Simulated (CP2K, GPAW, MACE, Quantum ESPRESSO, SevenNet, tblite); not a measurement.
# CP2K runs on random packing of As25S75 (at. %) (71 atoms)

How do the settings of CP2K change the result for random packing of As25S75 (at. %) (71 atoms)? A plane-wave run serves as the yardstick.

Calculated with CP2K 2026.2; the method is named at each step.

### 1. Set-up

The cell holds 71 atoms: 18 As and 53 S. Cell: a = 12.434 Å, b = 12.434 Å, c = 12.434 Å, α = 90.0°, β = 90.0°, γ = 90.0°. 71 atoms (18 As, 53 S) packed at random in a cube at 2.63 g/cm³ and pushed apart as soft spheres; a start for melting by ab initio MD, not an equilibrated structure. Then every atom was moved at random, 0.03 Å r.m.s. a Cartesian component.

The yardstick, on the same geometry:

| Property | Result |
| --- | --- |
| method | Kohn-Sham DFT, PBE, SSSP efficiency 1.3.0 pseudopotentials, plane waves (Quantum ESPRESSO 7.5); sssp-pbe-1.3.0-efficiency, cutoffs 45/360 Ry, Γ point |
| r.m.s. force component | 0.7864 eV/Å |
| longest force | 2.733 eV/Å |
| pressure | -7.619 GPa |
| time | 6.3 min on 4 MPI ranks of Arm Neoverse V2, shared host |
| CPU time | 25 min |

### 2. PBE, DZVP-MOLOPT-SR, 350/50 Ry, diagonalisation

Method: Kohn-Sham DFT, PBE, GTH-PBE pseudopotentials, Gaussian and plane waves, DZVP-MOLOPT-SR-GTH, diagonalisation.

Contents of input.inp:

```
&GLOBAL
  PROJECT cell
  RUN_TYPE ENERGY_FORCE
  PRINT_LEVEL LOW
&END GLOBAL
&FORCE_EVAL
  METHOD QS
  STRESS_TENSOR ANALYTICAL
  &DFT
    BASIS_SET_FILE_NAME BASIS_MOLOPT
    POTENTIAL_FILE_NAME GTH_POTENTIALS
    &MGRID
      CUTOFF 350
      REL_CUTOFF 50
    &END MGRID
    &QS
      EPS_DEFAULT 1.0E-12
    &END QS
    &SCF
      SCF_GUESS ATOMIC
      EPS_SCF 5.0E-06
      MAX_SCF 200
      ADDED_MOS 14
      &DIAGONALIZATION
        ALGORITHM STANDARD
      &END DIAGONALIZATION
      &SMEAR ON
        METHOD FERMI_DIRAC
        ELECTRONIC_TEMPERATURE [K] 580
      &END SMEAR
      &MIXING
        METHOD BROYDEN_MIXING
        ALPHA 0.3
        NBROYDEN 12
      &END MIXING
      &PRINT
        &RESTART OFF
        &END RESTART
      &END PRINT
    &END SCF
    &XC
      &XC_FUNCTIONAL PBE
      &END XC_FUNCTIONAL
    &END XC
    &PRINT
      &MULLIKEN ON
      &END MULLIKEN
      &HIRSHFELD ON
        SHAPE_FUNCTION DENSITY
      &END HIRSHFELD
      &MO ON
        EIGENVALUES T
        OCCUPATION_NUMBERS T
        MO_INDEX_RANGE 193 216
        &EACH
          QS_SCF 0
        &END EACH
        ADD_LAST NUMERIC
      &END MO
    &END PRINT
  &END DFT
  &SUBSYS
    &CELL
      A 12.43350 0.00000 0.00000
      B 0.00000 12.43350 0.00000
      C 0.00000 0.00000 12.43350
    &END CELL
    &TOPOLOGY
      COORD_FILE_NAME structure.xyz
      COORD_FILE_FORMAT XYZ
    &END TOPOLOGY
    &KIND As
      BASIS_SET DZVP-MOLOPT-SR-GTH-q5
      POTENTIAL GTH-PBE-q5
    &END KIND
    &KIND S
      BASIS_SET DZVP-MOLOPT-SR-GTH-q6
      POTENTIAL GTH-PBE-q6
    &END KIND
  &END SUBSYS
  &PRINT
    &FORCES ON
    &END FORCES
    &STRESS_TENSOR ON
    &END STRESS_TENSOR
  &END PRINT
&END FORCE_EVAL
```

Contents of structure.xyz:

```xyz
71

As 7.26328 0.02661 3.67447
As 7.29200 6.16975 2.92573
As 11.93815 10.71333 10.27194
As 10.31819 4.47693 4.09472
As 4.84795 3.63792 5.20703
As 12.19801 1.00438 10.06430
As 10.61224 1.48854 6.83233
As 10.19510 7.91977 10.29730
As 12.06584 8.66379 12.37544
As 0.26657 8.35394 8.07133
As 10.08891 3.63804 8.10987
As 11.78746 4.52629 1.89549
As 9.67898 11.65578 3.39397
As 3.88945 9.03704 6.56253
As 1.11628 2.77628 1.77339
As 9.99529 0.59768 0.70995
As 1.34705 4.85367 4.98596
As 9.31493 10.37302 10.12236
S 1.28065 7.39097 5.10159
S 9.70708 2.88395 0.48491
S 10.78345 2.17561 2.72629
S 4.12432 5.95105 12.28442
S 1.63289 11.80337 3.75778
S 1.55008 11.05512 12.27497
S 4.26718 10.96361 0.31917
S 0.95551 3.02171 10.62617
S 6.08297 11.89936 9.42198
S 8.12902 5.82124 7.81533
S 7.79680 5.37438 0.53141
S 8.33840 1.80970 9.33967
S 11.20942 6.61761 6.14091
S 10.53665 9.70410 4.88027
S 6.26238 9.59294 11.41731
S 1.96288 3.65259 7.57262
S 3.82330 3.32061 9.70310
S 4.93983 3.62325 12.35604
S 8.00879 11.67307 0.16077
S 7.77019 1.50943 5.71904
S 3.45589 9.55452 9.60712
S 4.81127 8.23334 2.53320
S 4.98248 5.53216 3.56431
S 3.43413 11.72218 7.50623
S 5.09798 6.40276 9.48912
S 6.12263 9.05420 8.58421
S 6.68487 1.21985 11.01596
S 12.25558 1.28935 0.14995
S 5.33434 6.76494 6.17647
S 9.91659 8.17266 7.85835
S 9.31704 7.33962 1.68660
S 3.94217 2.77105 2.66761
S 8.40380 0.03444 7.56280
S 11.68239 5.50991 11.52051
S 9.76428 9.99778 0.68919
S 0.41752 1.87410 5.42026
S 6.70066 3.26355 1.80845
S 11.20955 7.56317 3.59639
[... 11 atom lines left out ...]
S 4.68556 12.21281 5.05074
S 7.71722 4.16485 9.36504
S 2.04767 7.85176 2.64784
S 5.52532 3.55312 8.03316
```

Launch:

```console
$ OMP_NUM_THREADS=2 cp2k.psmp -i input.inp > output.txt
```

Numbers of over 12 decimals in the logs are rounded to 6 here.

Log:

```text
CP2K| version string:                                       CP2K version 2026.2
 CP2K| Input file name                                                 input.inp
 GLOBAL| Basis set file name                                        BASIS_MOLOPT
 GLOBAL| Potential file name                                      GTH_POTENTIALS
 GLOBAL| Run type                                                   ENERGY_FORCE
 GLOBAL| Total number of message passing processes                             1
 GLOBAL| Number of threads for this process                                    2
 TOTAL NUMBERS AND MAXIMUM NUMBERS
  Total number of            - Atomic kinds:                                   2
                             - Atoms:                                         71
                             - Shell sets:                                    71
                             - Shells:                                       355
                             - Primitive Cartesian functions:                284
                             - Cartesian basis functions:                    994
                             - Spherical basis functions:                    923
  Maximum angular momentum of- Orbital basis functions:                        2
                             - Local part of the GTH pseudopotential:          0
                             - Non-local part of the GTH pseudopotential:      4
 SCF PARAMETERS         Density guess:                                    ATOMIC
                        max_scf:                                             200
                        eps_scf:                                        5.00E-06
                        added MOs                                        14    0
                        Mixing method:                            BROYDEN_MIXING
                                                charge density mixing in g-space
                        Smear method:                                FERMI_DIRAC
                        Electronic temperature [K]:                        580.0
                        Electronic temperature [a.u.]:                  1.84E-03
                        Accuracy threshold:                             1.00E-10
 Extrapolation method: initial_guess
 Number of electrons:                                                        408
 Number of occupied orbitals:                                                204
 Number of molecular orbitals:                                               218
 Number of orbital functions:                                                923
 Number of independent orbital functions:                                    923
 SCF WAVEFUNCTION OPTIMIZATION
  Step     Update method      Time    Convergence         Total energy    Change
 *** the last MO => Add more MOs for proper smearing.                   ***
     1 NoMix/Diag. 0.30E+00    2.2     0.59285040      -651.5008701585 -6.52E+02
 *** the last MO => Add more MOs for proper smearing.                   ***
     2 Broy./Diag. 0.30E+00    2.8     1.21303424      -653.3607367251 -1.86E+00
 *** the last MO => Add more MOs for proper smearing.                   ***
     3 Broy./Diag. 0.30E+00    2.8     1.10896841      -656.4197129452 -3.06E+00
[...]
4 Broy./Diag. 0.30E+00    2.8     0.21007191      -655.6657830652  7.54E-01
[...]
*** the last MO => Add more MOs for proper smearing.                   ***
    27 Broy./Diag. 0.30E+00    3.1     0.00000546      -652.2030130436 -2.50E-06
 *** the last MO => Add more MOs for proper smearing.                   ***
    28 Broy./Diag. 0.30E+00    3.1     0.00000331      -652.2030171671 -4.12E-06
  *** SCF run converged in    28 steps ***
  Electronic density on regular grids:       -408.0000000000       -0.0000000000
  Core density on regular grids:              407.9999999994       -0.0000000006
  Total charge density on r-space grids:       -0.0000000006
  Total charge density g-space grids:          -0.0000000006
  Overlap energy of the core charge distribution:               2.21088e-09
  Self energy of the core charge distribution:              -1525.636833
  Core Hamiltonian energy:                                    331.689801
  Hartree energy:                                             684.077592
  Exchange-correlation energy:                               -142.311708
  Electronic entropic energy:                                  -0.021870
  Fermi energy:                                                 0.082977
  Total energy:                                              -652.203017
  Total energy (extrapolated to T->0):                       -652.192082
 MO| EIGENVALUES AND OCCUPATION NUMBERS
 MO|
 MO|  Index      Eigenvalue [a.u.]        Eigenvalue [eV]             Occupation
 MO|    193               0.070109               1.907750               1.998189
 MO|    194               0.070846               1.927830               1.997294
 MO|    195               0.072407               1.970306               1.993682
[...]
MO|    215               0.094887               2.582017               0.003049
 MO|    216               0.095989               2.611990               0.001675
 MO| Sum:                                                             408.000000
 MO| E(Fermi):            0.082977 a.u.          2.257914 eV
 !-----------------------------------------------------------------------------!
                     Mulliken Population Analysis
 #  Atom  Element  Kind  Atomic population                           Net charge
       1     As       1          4.880208                              0.119792
       2     As       1          4.832364                              0.167636
       3     As       1          4.941750                              0.058250
[...]
70     S        2          6.059586                             -0.059586
      71     S        2          6.016253                             -0.016253
 # Total charge                            408.000000                 -0.000000
 !-----------------------------------------------------------------------------!
 !-----------------------------------------------------------------------------!
                           Hirshfeld Charges
  #Atom  Element  Kind  Ref Charge     Population                    Net charge
      1       As     1       5.000          4.874                         0.126
      2       As     1       5.000          4.802                         0.198
      3       As     1       5.000          4.988                         0.012
[...]
70       S      2       6.000          6.067                        -0.067
     71       S      2       6.000          6.014                        -0.014
  Total Charge                                                            0.000
 !-----------------------------------------------------------------------------!
 ENERGY| Total FORCE_EVAL ( QS ) energy [hartree]           -652.203018
 FORCES| Atomic forces [hartree/bohr]
 FORCES|   Atom     x               y               z               |f|
 FORCES|      1 -2.26385768E-02  1.19218550E-02  3.08985087E-02   4.01167500E-02
 FORCES|      2  3.35955229E-03 -7.19286272E-03 -2.39859833E-02   2.52656141E-02
 FORCES|      3  4.01933454E-03 -2.42997000E-02  2.83315149E-03   2.47922814E-02
[...]
FORCES|     70  2.73773404E-02 -5.41783251E-04  3.09550430E-02   4.13282831E-02
 FORCES|     71 -2.36862049E-02 -9.36993038E-03  2.68240558E-02   3.69913756E-02
 FORCES| Sum     1.01479402E-06  1.41842109E-08  5.70650295E-07
 FORCES| Total atomic force                                       1.16432377E-06
 STRESS| Analytical stress tensor [bar]
 STRESS|                        x                   y                   z
 STRESS|      x       -7.23608447006E+04  -2.76567950554E+03   3.20476295833E+03
 STRESS|      y       -2.76567950554E+03  -7.03990999054E+04  -3.29600813423E+03
 STRESS|      z        3.20476295833E+03  -3.29600813423E+03  -7.81912492170E+04
 STRESS| 1/3 Trace                                            -7.36503979410E+04
```

Wall time 93 s (2 threads of Arm Neoverse V2, shared host); peak memory 2.5 GiB.

Banners, paths, timers and routine set-up lines are dropped from the logs unmarked, and long logs keep their key lines alone; longer cuts are marked.

Against the reference:

```yaml
r_m_s_force_component: 0.7712 eV/Å
r_m_s_difference_of_force_components: 51.86 meV/Å
longest_difference_of_force_vectors: 173.8 meV/Å
force_difference_over_r_m_s_force: 6.595 %
slope_of_forces_against_the_reference_s: 0.9788
correlation_of_force_components: 0.998
pressure: -7.365 GPa
pressure_difference: 0.2537 GPa
```

Length of the force difference by element (eV/Å):

```tsv
element	atoms	mean	most
As	18	0.093	0.17
S	53	0.076	0.16
```

The surroundings of S54, whose charge lies farthest from its element's mean, nearest first, numbered as they follow in the input and with coordinates relative to it.

```tsv
atom	x	y	z	distance (Å)	bonds	Hirshfeld charge (e)	Fx	Fy	Fz (eV/Å)
S54	0.00	0.00	0.00	0.00	1	-0.14	-0.80	0.00	0.05
As7	-2.24	-0.39	1.41	2.67	2	0.07	0.50	0.45	-0.45
As17	0.93	2.98	-0.43	3.15	1	0.11	-0.40	0.15	0.43
S34	1.55	1.78	2.15	3.19	0	0.02	-0.53	1.52	-0.07
S23	1.22	-2.50	-1.66	3.24	0	-0.07	-0.80	0.21	0.68
S21	-2.07	0.30	-2.69	3.41	3	0.00	0.34	0.52	0.40
S65	0.29	-3.23	1.17	3.45	0	-0.09	0.40	-0.74	-0.48
As15	0.70	0.90	-3.65	3.82	2	0.14	-0.10	-0.59	0.37
As4	-2.53	2.60	-1.33	3.87	2	0.08	0.43	-0.02	-0.20
S57	3.48	-0.24	1.69	3.87	0	0.00	0.05	-0.82	-0.35
S64	1.75	-0.85	3.46	3.96	1	-0.03	-0.50	-0.22	-0.02
```

Forces lie 6.6 % from the reference's, at 0.11 times its CPU time (on 2 against 4 cores).

### 3. PBE, TZVP-MOLOPT (SR for As), 350/50 Ry, diagonalisation

Method: Kohn-Sham DFT, PBE, GTH-PBE pseudopotentials, Gaussian and plane waves, TZVP-MOLOPT-GTH, diagonalisation.

input.inp, as its differences from that of step 2:

```diff
@@ -10,2 +10,3 @@
     BASIS_SET_FILE_NAME BASIS_MOLOPT
+    BASIS_SET_FILE_NAME BASIS_MOLOPT_UCL
     POTENTIAL_FILE_NAME GTH_POTENTIALS
@@ -72,3 +73,3 @@
     &KIND As
-      BASIS_SET DZVP-MOLOPT-SR-GTH-q5
+      BASIS_SET TZVP-MOLOPT-SR-GTH-q5
       POTENTIAL GTH-PBE-q5
@@ -76,3 +77,3 @@
     &KIND S
-      BASIS_SET DZVP-MOLOPT-SR-GTH-q6
+      BASIS_SET TZVP-MOLOPT-GTH-q6
       POTENTIAL GTH-PBE-q6
```

structure.xyz is that of step 2.

Launch:

```console
$ OMP_NUM_THREADS=1 mpirun -np 4 cp2k.psmp -i input.inp > output.txt
```

Log:

```text
CP2K| version string:                                       CP2K version 2026.2
 CP2K| Input file name                                                 input.inp
 GLOBAL| Basis set file name                                        BASIS_MOLOPT
 GLOBAL| Potential file name                                      GTH_POTENTIALS
 GLOBAL| Run type                                                   ENERGY_FORCE
 GLOBAL| Total number of message passing processes                             4
 GLOBAL| Number of threads for this process                                    1
 TOTAL NUMBERS AND MAXIMUM NUMBERS
  Total number of            - Atomic kinds:                                   2
                             - Atoms:                                         71
[... lines left out ...]
                        Smear method:                                FERMI_DIRAC
[... lines left out ...]
 Number of electrons:                                                        408
[... lines left out ...]
  Step     Update method      Time    Convergence         Total energy    Change
[... lines left out ...]
  *** SCF run converged in    28 steps ***
[... lines left out ...]
  Fermi energy:                                                 0.079711
  Total energy:                                              -652.523905
  Total energy (extrapolated to T->0):                       -652.512923
[... lines left out ...]
 MO| E(Fermi):            0.079711 a.u.          2.169053 eV
[... lines left out ...]
 !-----------------------------------------------------------------------------!
 !-----------------------------------------------------------------------------!
                           Hirshfeld Charges
  #Atom  Element  Kind  Ref Charge     Population                    Net charge
      1       As     1       5.000          4.859                         0.141
      2       As     1       5.000          4.790                         0.210
      3       As     1       5.000          4.984                         0.016
[...]
70       S      2       6.000          6.070                        -0.070
     71       S      2       6.000          6.016                        -0.016
  Total Charge                                                            0.000
 !-----------------------------------------------------------------------------!
 ENERGY| Total FORCE_EVAL ( QS ) energy [hartree]           -652.523906
 FORCES| Atomic forces [hartree/bohr]
 FORCES|   Atom     x               y               z               |f|
 FORCES|      1 -2.15101682E-02  1.15190100E-02  3.03633273E-02   3.89526196E-02
 FORCES|      2  3.11236613E-03 -7.25326579E-03 -2.41034057E-02   2.53627848E-02
 FORCES|      3  3.15339410E-03 -2.41264509E-02  2.51771783E-03   2.44615705E-02
[...]
FORCES|     70  2.70270108E-02 -6.56678042E-04  3.08536425E-02   4.10224060E-02
 FORCES|     71 -2.33765077E-02 -9.44260627E-03  2.64669599E-02   3.65530285E-02
 FORCES| Sum    -1.29254354E-06  8.51595087E-06  6.28668186E-06
 FORCES| Total atomic force                                       1.06636981E-05
 STRESS| Analytical stress tensor [bar]
 STRESS|                        x                   y                   z
 STRESS|      x       -7.17212362948E+04  -2.52197091820E+03   3.23667083068E+03
 STRESS|      y       -2.52197091820E+03  -7.00070124538E+04  -3.38461692115E+03
 STRESS|      z        3.23667083068E+03  -3.38461692115E+03  -7.72356764500E+04
 STRESS| 1/3 Trace                                            -7.29879750662E+04
```

Run time: 86 s. Hardware: 4 MPI ranks; peak memory 3.7 GiB; 5.7 min of CPU time.

Compared with the plane-wave run:

```yaml
r_m_s_force_component: 0.7609 eV/Å
r_m_s_difference_of_force_components: 50.93 meV/Å
longest_difference_of_force_vectors: 167.5 meV/Å
force_difference_over_r_m_s_force: 6.477 %
slope_of_forces_against_the_reference_s: 0.966
correlation_of_force_components: 0.9984
pressure: -7.299 GPa
pressure_difference: 0.3199 GPa
```

Against the first run (6.6 %), the force difference from the reference is 6.5 %, at 2.1 times the CPU time (on 4 against 2 cores), with 1207 basis functions against 923.

(Part 1 of 3 ends here.)

[Also dropped from logs without a mark: logging warnings of Python, and SIESTA's first energy breakdown and zero terms.]

[Logs are printed without paths, hosts, clocks, repeated set-up lines and the standing remarks that a program may print on its own settings, such as how far it seeks lower states.]

[Hosts, paths, dates, database ids (printed as entryN), source tags and the programs' standing remarks are cut or masked in the printed files.]
